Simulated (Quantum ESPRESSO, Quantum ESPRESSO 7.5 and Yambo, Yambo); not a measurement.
# Converging GW for SnSe2 (1T monolayer) in Yambo

Aim: raise bands and screening cutoff together for SnSe2 (1T monolayer) and follow gap and time.

Method: PBE and many-body steps on it, plane waves, in Quantum ESPRESSO 7.5 and Yambo 5.3.0.

## (1) Starting point

The cell holds 3 atoms: 1 Sn and 2 Se. Its edges and angles: a = 3.872 Å, b = 3.872 Å, c = 15.000 Å, α = 90.0°, β = 90.0°, γ = 120.0°. Vacuum lies along c.

Structure file:

```cif
data_structure
_symmetry_space_group_name_H-M 'P 1'
_symmetry_Int_Tables_number 1
_cell_length_a 3.8717
_cell_length_b 3.8717
_cell_length_c 15.0000
_cell_angle_alpha 90.000
_cell_angle_beta 90.000
_cell_angle_gamma 120.000
_cell_volume 194.72
loop_
_atom_site_label
_atom_site_type_symbol
_atom_site_fract_x
_atom_site_fract_y
_atom_site_fract_z
_atom_site_occupancy
Sn1 Sn 0.00000 0.00000 0.50000 1
Se2 Se 0.33333 0.66667 0.60643 1
Se3 Se 0.66667 0.33333 0.39357 1
```

The structure was relaxed with PBE. The runs that relaxed it are not among those shown.

## (2) Empty states on the mesh, 6×6×1 mesh, 293 bands

This step: Quantum ESPRESSO 7.5; DFT, PBE, plane waves, norm-conserving pseudopotentials.

The sums over transitions need many empty states on a uniform mesh; this step solves for them.

The input, pw.in:

```
&control
  calculation = 'nscf'
  prefix = 'x'
  outdir = 'o'
  pseudo_dir = 'pseudo'
/
&system
  ibrav = 0
  nat = 3
  ntyp = 2
  ecutwfc = 104.0
  nbnd = 293
  force_symmorphic = .true.
/
&electrons
  conv_thr = 1e-9
  electron_maxstep = 80
  diago_full_acc = .true.
  diago_thr_init = 5e-6
/
ATOMIC_SPECIES
  Sn 118.71 Sn.upf
  Se 78.971 Se.upf
CELL_PARAMETERS angstrom
  3.8716529879 0.0000000000 0.0000000000
  -1.9358264940 3.3529498421 0.0000000000
  0.0000000000 0.0000000000 15.0000000000
ATOMIC_POSITIONS crystal
  Sn 0.0000000000 0.0000000000 0.5000000000
  Se 0.3333333333 0.6666666667 0.6064274056
  Se 0.6666666667 0.3333333333 0.3935725944
K_POINTS automatic
  6 6 1 0 0 0
```

Started as:

```bash
OMP_NUM_THREADS=1 mpirun -n 8 pw.x -nk 4 -in pw.in > pw.out
```

What it wrote:

```text
Program PWSCF v.7.5 starts

     This program is part of the open-source Quantum ESPRESSO suite
     for quantum simulation of materials; please cite
         "P. Giannozzi et al., J. Phys.:Condens. Matter 21 395502 (2009);
         "P. Giannozzi et al., J. Phys.:Condens. Matter 29 465901 (2017);
         "P. Giannozzi et al., J. Chem. Phys. 152 154105 (2020);
     in publications or presentations arising from this work. More details at

     Atomic positions and unit cell read from directory:
     o/x.save/

     Message from routine setup:
[...]
20.6411  20.8254  21.0720  21.2286  21.7079  21.8791  22.4358  22.5283
     [... 25 further rows ...]
    67.7466  67.9631  68.4032  68.4513  68.5768  68.8809  68.9421  69.1727
    69.1979  69.5639  69.6556  69.7006  69.8841

          k = 0.0000-0.5774 0.0000 ( 23536 PWs)   bands (ev):

     [... further k-points ...]

     highest occupied, lowest unoccupied level (ev):     0.1392    0.9303

     XML data file, pseudopotentials, collected wavefunctions

=------------------------------------------------------------------------------=
   JOB DONE.
=------------------------------------------------------------------------------=
```

Wall time 1.7 min (8 MPI ranks of Arm Neoverse V1, shared host); peak memory 2.8 GiB; 14 min of CPU time.

Numbers from this step:

- gap: 0.7911 eV
- k of the valence top: 0, 0.1667, 0
- k of the conduction bottom: 0, -0.5, 0
- least direct gap: 1.097 eV
- k points computed: 7
- lowest point of the top converged band, above the valence top: 67.5063 eV

On this mesh the gap is 0.791 eV.

The density comes from a self-consistent run that is not shown.

## (3) Conversion and set-up

This step: Yambo 5.3.0; conversion and set-up on PBE, plane waves, norm-conserving pseudopotentials.

The states are converted to the many-body program's format and the q mesh is built.

Started as:

```bash
(cd o/x.save; p2y > p2y.log; mv SAVE ../..); yambo > setup.log
```

What it wrote:

```text
 Yambo, version 5.3.0

 [02] CORE Variables Setup
 =========================

  [02.01] Unit cells
  ==================

  Cell kind             :  HCP
  Atoms in the cell     :  Sn  Se
  number of Sn atoms    :  1
  number of Se atoms    :  2

  List of atomic masses
  Mass of Sn    :  118.7100
  Mass of Se    :  78.97100

  List of atomic coordinates    : [cc]
  Sn1       :   0.00000   0.00000  14.17295  order 1
  Se1       : -0.42881E-09   4.2241       17.190      order 2
  Se2       :   3.65818   2.11205  11.15617  order 3

[...]
BZ  Q-points                                      :   36

 K/Q-points units:
 rlu = crystal or reduced units; cc = cartesian coordinates; iku = interal k-units

 Q [1]          [rlu]:  0.000000  0.000000  0.000000
 Q [2]          [rlu]:  0.17396E-16  0.16667       0.0000
 Q [3]          [rlu]:  0.34792E-16  0.33333       0.0000
 Q [4]          [rlu]: -0.52188E-16 -0.50000       0.0000
 Q [5]          [rlu]:  0.166667  0.166667  0.000000
 Q [6]          [rlu]:  0.166667  0.333333  0.000000
 Q [7]          [rlu]:  0.333333  0.333333  0.000000

  [03.01] X indexes
  =================

   [03.01.01] Sigma indexes
   ========================

 [06] Game Over & Game summary
```

Elapsed: 4.5 s, on 1 MPI rank; peak memory 0.27 GiB.

## (4) 88 bands, 81.6 eV

G0W0 replaces the xc potential by the self-energy, built once from these orbitals. Only a window of levels is corrected, while the sums run over the empty bands that the input names.

This step: G0W0 on PBE, plane waves, norm-conserving pseudopotentials.

The input, gw1.in:

```
HF_and_locXC
gw0
dyson
ppa
em1d
rim_cut
rim_w
RandQpts= 3000000
RandGvec= 100 RL
CUTGeo= "slab z"
RandGvecW= 9 RL
EXXRLvcs= 104 Ry
VXCRLvcs= 416 Ry
Chimod= "HARTREE"
% BndsRnXp
 1 | 88 |
%
NGsBlkXp= 6 Ry
% LongDrXp
 1 | 1 | 0 |
%
% GbndRnge
 1 | 88 |
%
DysSolver= "n"
ExtendOut
PPAPntXp= 27.21138 eV
% QPkrange
 2 | 2 | 34 | 37 |
 4 | 4 | 34 | 37 |
 1 | 1 | 34 | 37 |
%
```

Started as:

```bash
OMP_NUM_THREADS=1 mpirun -n 8 yambo -F gw1.in -J gw1 -C gw1 > gw1.log
```

What it wrote:

```text
 Yambo, version 5.3.0

 [02] CORE Variables Setup
 =========================

  [... cell, symmetries and grids as in the set-up ...]

  [02.05] Energies & Occupations
  ==============================

  [X] === General ===
  [X] Electronic Temperature                        :  0.000000  0.000000 [eV K]
  [X] Bosonic    Temperature                        :  0.000000  0.000000 [eV K]
  [X] Finite Temperature mode                       : no
  [X] El. density                                   :  0.35949E+24 [cm-3]
  [X] Fermi Level                                   :  0.139163 [eV]

  [X] === Gaps and Widths ===
  [X] Conduction Band Min                           :  0.791107 [eV]
  [X] Valence Band Max                              :  0.000000 [eV]
  [X] Filled Bands                                  :   35
  [X] Empty Bands                                   :   36  293
  [X] Direct Gap                                    :  1.097116 [eV]
  [X] Direct Gap localized at k                     :   4
  [X] Indirect Gap                                  :  0.791107 [eV]
  [X] Indirect Gap between kpts                     :   2   4
  [X] Last valence band width                       :  0.770971 [eV]
  [X] 1st conduction band width                     :  1.364754 [eV]

 [03] Transferred momenta grid and indexing
 ==========================================

 IBZ Q-points                                      :   7
 BZ  Q-points                                      :   36

 K/Q-points units:
 rlu = crystal or reduced units; cc = cartesian coordinates; iku = interal k-units

 Q [1]          [rlu]:  0.000000  0.000000  0.000000
 Q [2]          [rlu]:  0.17396E-16  0.16667       0.0000
 Q [3]          [rlu]:  0.34792E-16  0.33333       0.0000
 Q [4]          [rlu]: -0.52188E-16 -0.50000       0.0000
 Q [5]          [rlu]:  0.166667  0.166667  0.000000
 Q [6]          [rlu]:  0.166667  0.333333  0.000000
 Q [7]          [rlu]:  0.333333  0.333333  0.000000

 [04] Coloumb potential Random Integration (RIM)
 ===============================================

 Performing RIM of v_slab

  [04.01] RIM initialization
  ==========================

  * Diagonal components only detected *

  8 x (sBL volume)        :  0.041948 [a.u.]
  sBZ random points       :  3000000
  Points outside the sBZ  :  24000829
  RL volume               :  0.188768 [a.u.]
  Integrated volume       :  0.188761 [a.u.]

  [04.02] RIM integrals
  =====================

  Gamma point sphere radius             :  0.038807 [a.u.]
  Points outside the sphere             :  2398884
  [Int_sBZ(q=0) 1/q^2]*(Vol_sBZ)^(-1/3) =:  7.486872
                                 should be <:  7.795600

  Summary of Coulomb integrals for non-metallic bands |Q|[au] RIM/Bare

  Q [1] 0.100000E-4 0.960397 * Q [2] 0.165273 0.997268
  Q [5] 0.286262 1.024371 * Q [3] 0.330547 1.023483
  Q [6] 0.437272 1.017607 * Q [4] 0.495820 1.014588
  Q [7] 0.572523 1.011286
  Non-periodic chartesian directions : none
  Optical renormalization            :  28.34589 [au]
  Polarizability dimension           : length

 [05] Coloumb potential CutOffslab
 =================================

 Cut directionsZ
 Slab Cutoff:Z
 Symmetry test passed : yes

 [06] Dipoles
 ============

  [06.01] Setup: observables and procedures
  =========================================

  [WARNING] [x,Vnl] slows the Dipoles computation. To neglect it rename the ns.kb_pp file

 [07] Dynamic Dielectric Matrix (PPA)
 ====================================

 [SLK-Inversion]  Pools        :  2
 [SLK-Inversion]  BLACS grid   :  2  2

 [WR./gw1//ndb.pp]---------------------------------------------------------------
  Brillouin Zone Q/K grids (IBZ/BZ)                :    7   36    7   36
  RL vectors                                       :  27469 [WF]
  Coulomb cutoff potential                         : slab z
  Electronic Temperature                           :  0.000000 [K]
  Bosonic    Temperature                           :  0.000000 [K]
[...]
Field direction                                  :  0.707107E-5  0.707107E-5   0.00000
  BZ energy Double Grid                            : no
  BZ energy DbGd points                            : 0
  BZ Q point size factor                           : -1.000000
  X Optical Averaged directions                    : none

 [08] Local Exchange-Correlation + Non-Local Fock
 ================================================

 [VXC] Plane waves :  188291
 [EXS] Plane waves :  23571

 QP @ state[ 1 ] K range:  1  2
 QP @ state[ 1 ] b range:   34   37
 QP @ state[ 2 ] K range:   4   4
 QP @ state[ 2 ] b range:   34   37

 [xc] Functional : Perdew, Burke & Ernzerhof(X)+Perdew, Burke & Ernzerhof(C)
 [xc] LIBXC used to calculate xc functional
  PP Number of Atomic Species                      :  2
  NLCC RL compoments                               :  188291
  PP Number of Atomic Species                      :  2
  NLCC RL compoments                               :  188291

 [xc] E_xc :  -68.29995 [Ha]
      E_xc :  -136.5999 [Ry]

  Local XC kind (lXC) : Perdew, Burke & Ernzerhof(X)+Perdew, Burke & Ernzerhof(C)
  Non-Local XC kind (nlXC) : Hartree-Fock

  Corrections @ K [1] :  [eV]
 <34|nlXC|34> = -16.39700  0.96562E-18 <34|lXC|34> = -14.46546 -0.18882E-15
 <35|nlXC|35> = -16.39696  0.21590E-17 <35|lXC|35> = -14.46546  0.37763E-15
 <36|nlXC|36> = -10.19821 -0.70612E-17 <36|lXC|36> = -13.19942  0.000000
 <37|nlXC|37> = -7.446102 -0.16157E-17 <37|lXC|37> = -11.35150 -0.18882E-15

  Corrections @ K [2] :  [eV]
 <34|nlXC|34> = -15.67038  0.55540E-17 <34|lXC|34> = -12.98747 -0.18882E-15
 <35|nlXC|35> = -16.41662  0.30730E-17 <35|lXC|35> = -14.45975 -0.15420E-15
[...]
Corrections @ K [4] :  [eV]
[...]
<35|nlXC|35> = -16.32630 -0.39975E-17 <35|lXC|35> = -14.16694  0.94408E-16
 <36|nlXC|36> = -9.766633  0.12058E-18 <36|lXC|36> = -12.75429  0.000000
 <37|nlXC|37> = -7.062819  0.16650E-17 <37|lXC|37> = -11.14487  0.17702E-16

 [09] Dyson equation: Newton solver
 ==================================

  [09.01] RIM-W interpolation
  ===========================

  [WARNING] RIM-W works only for 2D semiconductors with slab cutoff
  Found compatible q grid: 2D
  q_min[ 1 ]:  0.16667      0.15140E-11   0.0000     [rlu]
   0.166667  0.083333  0.000000 [iku]
  q_min[ 2 ]:  0.17396E-16  0.16667       0.0000     [rlu]
   0.17396E-16  0.16667       0.0000     [iku]
  G-vectors :   9
  G-vectors loaded:   63
  Number of interpolated frequencies:  2

  Evaluating coefficients q = 0
  Evaluating coefficients q = 0

  [09.02] RIM-W integrals
  =======================

  8 x (sBL volume)        :  0.041948 [a.u.]
  sBZ random points       :  3000000
  Points outside the sBZ  :  24000829
  RL volume               :  0.188768 [a.u.]
  Integrated volume       :  0.188761 [a.u.]

  [09.03] RIM integrals
  =====================

  Comparison between head Wc = W - v averages: < Wc > [au] RIM-W/RIM

   < -Wc [Q = 1] > 0.332812E-1 0.413952E-4 * < -Wc [Q = 2] > 0.005509 0.005342
   < -Wc [Q = 3] > 0.001065 0.001045 * < -Wc [Q = 4] > 0.367645E-3 0.363571E-3
   < -Wc [Q = 5] > 0.001539 0.001509 * < -Wc [Q = 6] > 0.523483E-3 0.518438E-3
   < -Wc [Q = 7] > 0.254037E-3 0.252838E-3

  Comparison between head Wc = W - v averages: < Wc > [au] RIM-W/RIM

   < -Wc [G = 1,G`=0] > 0.332812E-1 0.413952E-4 * < -Wc [G = 2,G`=0] >-0.001763 0.000000
   < -Wc [G = 3,G`=0] >-0.001763 0.000000 * < -Wc [G = 4,G`=0] >-0.260090E-4  0.00000
   < -Wc [G = 5,G`=0] >-0.260282E-4  0.00000 * < -Wc [G = 6,G`=0] > 0.150123E-3  0.00000
   < -Wc [G = 7,G`=0] > 0.150147E-3  0.00000 * < -Wc [G = 8,G`=0] >-0.230733E-4  0.00000
   < -Wc [G = 9,G`=0] >-0.230753E-4  0.00000

 [10] G0W0 (W PPA)
 =================

 [  GW  ] Bands range     :    1   88
 [GW/PPA] G damping       :  0.100000 [eV]

 QP @ state[ 1 ] K range:  1  2
 QP @ state[ 1 ] b range:   34   37
 QP @ state[ 2 ] K range:   4   4
 QP @ state[ 2 ] b range:   34   37

  Sc/G bands                                       :    1   88
  Sc/G damping                                     :  0.100000 ev
  Sc bands terminator                              : no
  Sx RL components                                 :  23571

  QP @ state[ 1 ] K range                          :  1  2
  QP @ state[ 1 ] b range                          :   34   37
  QP @ state[ 2 ] K range                          :   4   4
  QP @ state[ 2 ] b range                          :   34   37
  GF energies kind                                 : Perdew, Burke & Ernzerhof(X)+Perdew, Burke & Ernzerhof(C)
  GF WF`s kind                                     : Perdew, Burke & Ernzerhof(X)+Perdew, Burke & Ernzerhof(C)
  Xs energies kind                                 : Perdew, Burke & Ernzerhof(X)+Perdew, Burke & Ernzerhof(C)
  Xs WF`s kind                                     : Perdew, Burke & Ernzerhof(X)+Perdew, Burke & Ernzerhof(C)

 [14] Game Over & Game summary
```

Wall time 3 min (8 MPI ranks); peak memory 11 GiB.

This step gave:

| Property | Result |
| --- | --- |
| G0W0 gap on the points computed | 1.882 eV |
| starting gap on the mesh | 0.7911 eV |
| k of the valence top | 0, 0.1667, 0 |
| k of the conduction bottom | 0, -0.5, 0 |
| least direct G0W0 gap on the computed points | 2.261 eV |
| Z at the valence top | 0.7485 |
| Z at the conduction bottom | 0.7645 |

The gap on the mesh goes from 0.79 eV to 1.88 eV, a correction of +1.09 eV.

(Continued in part 2 of 2.)

[Paths, hosts, dates, memory and timing lines, banners, echoed tables and standing remarks are left out of the program output.]

[Logs are printed without paths, hosts, clocks, repeated set-up lines and the standing remarks that a program may print on its own settings, such as how far it seeks lower states.]

[Runs of the session that timed out or met a known fault of the program may be left out.]

[Hosts, paths, dates, database ids (printed as entryN), source tags and the programs' standing remarks are cut or masked in the printed files.]
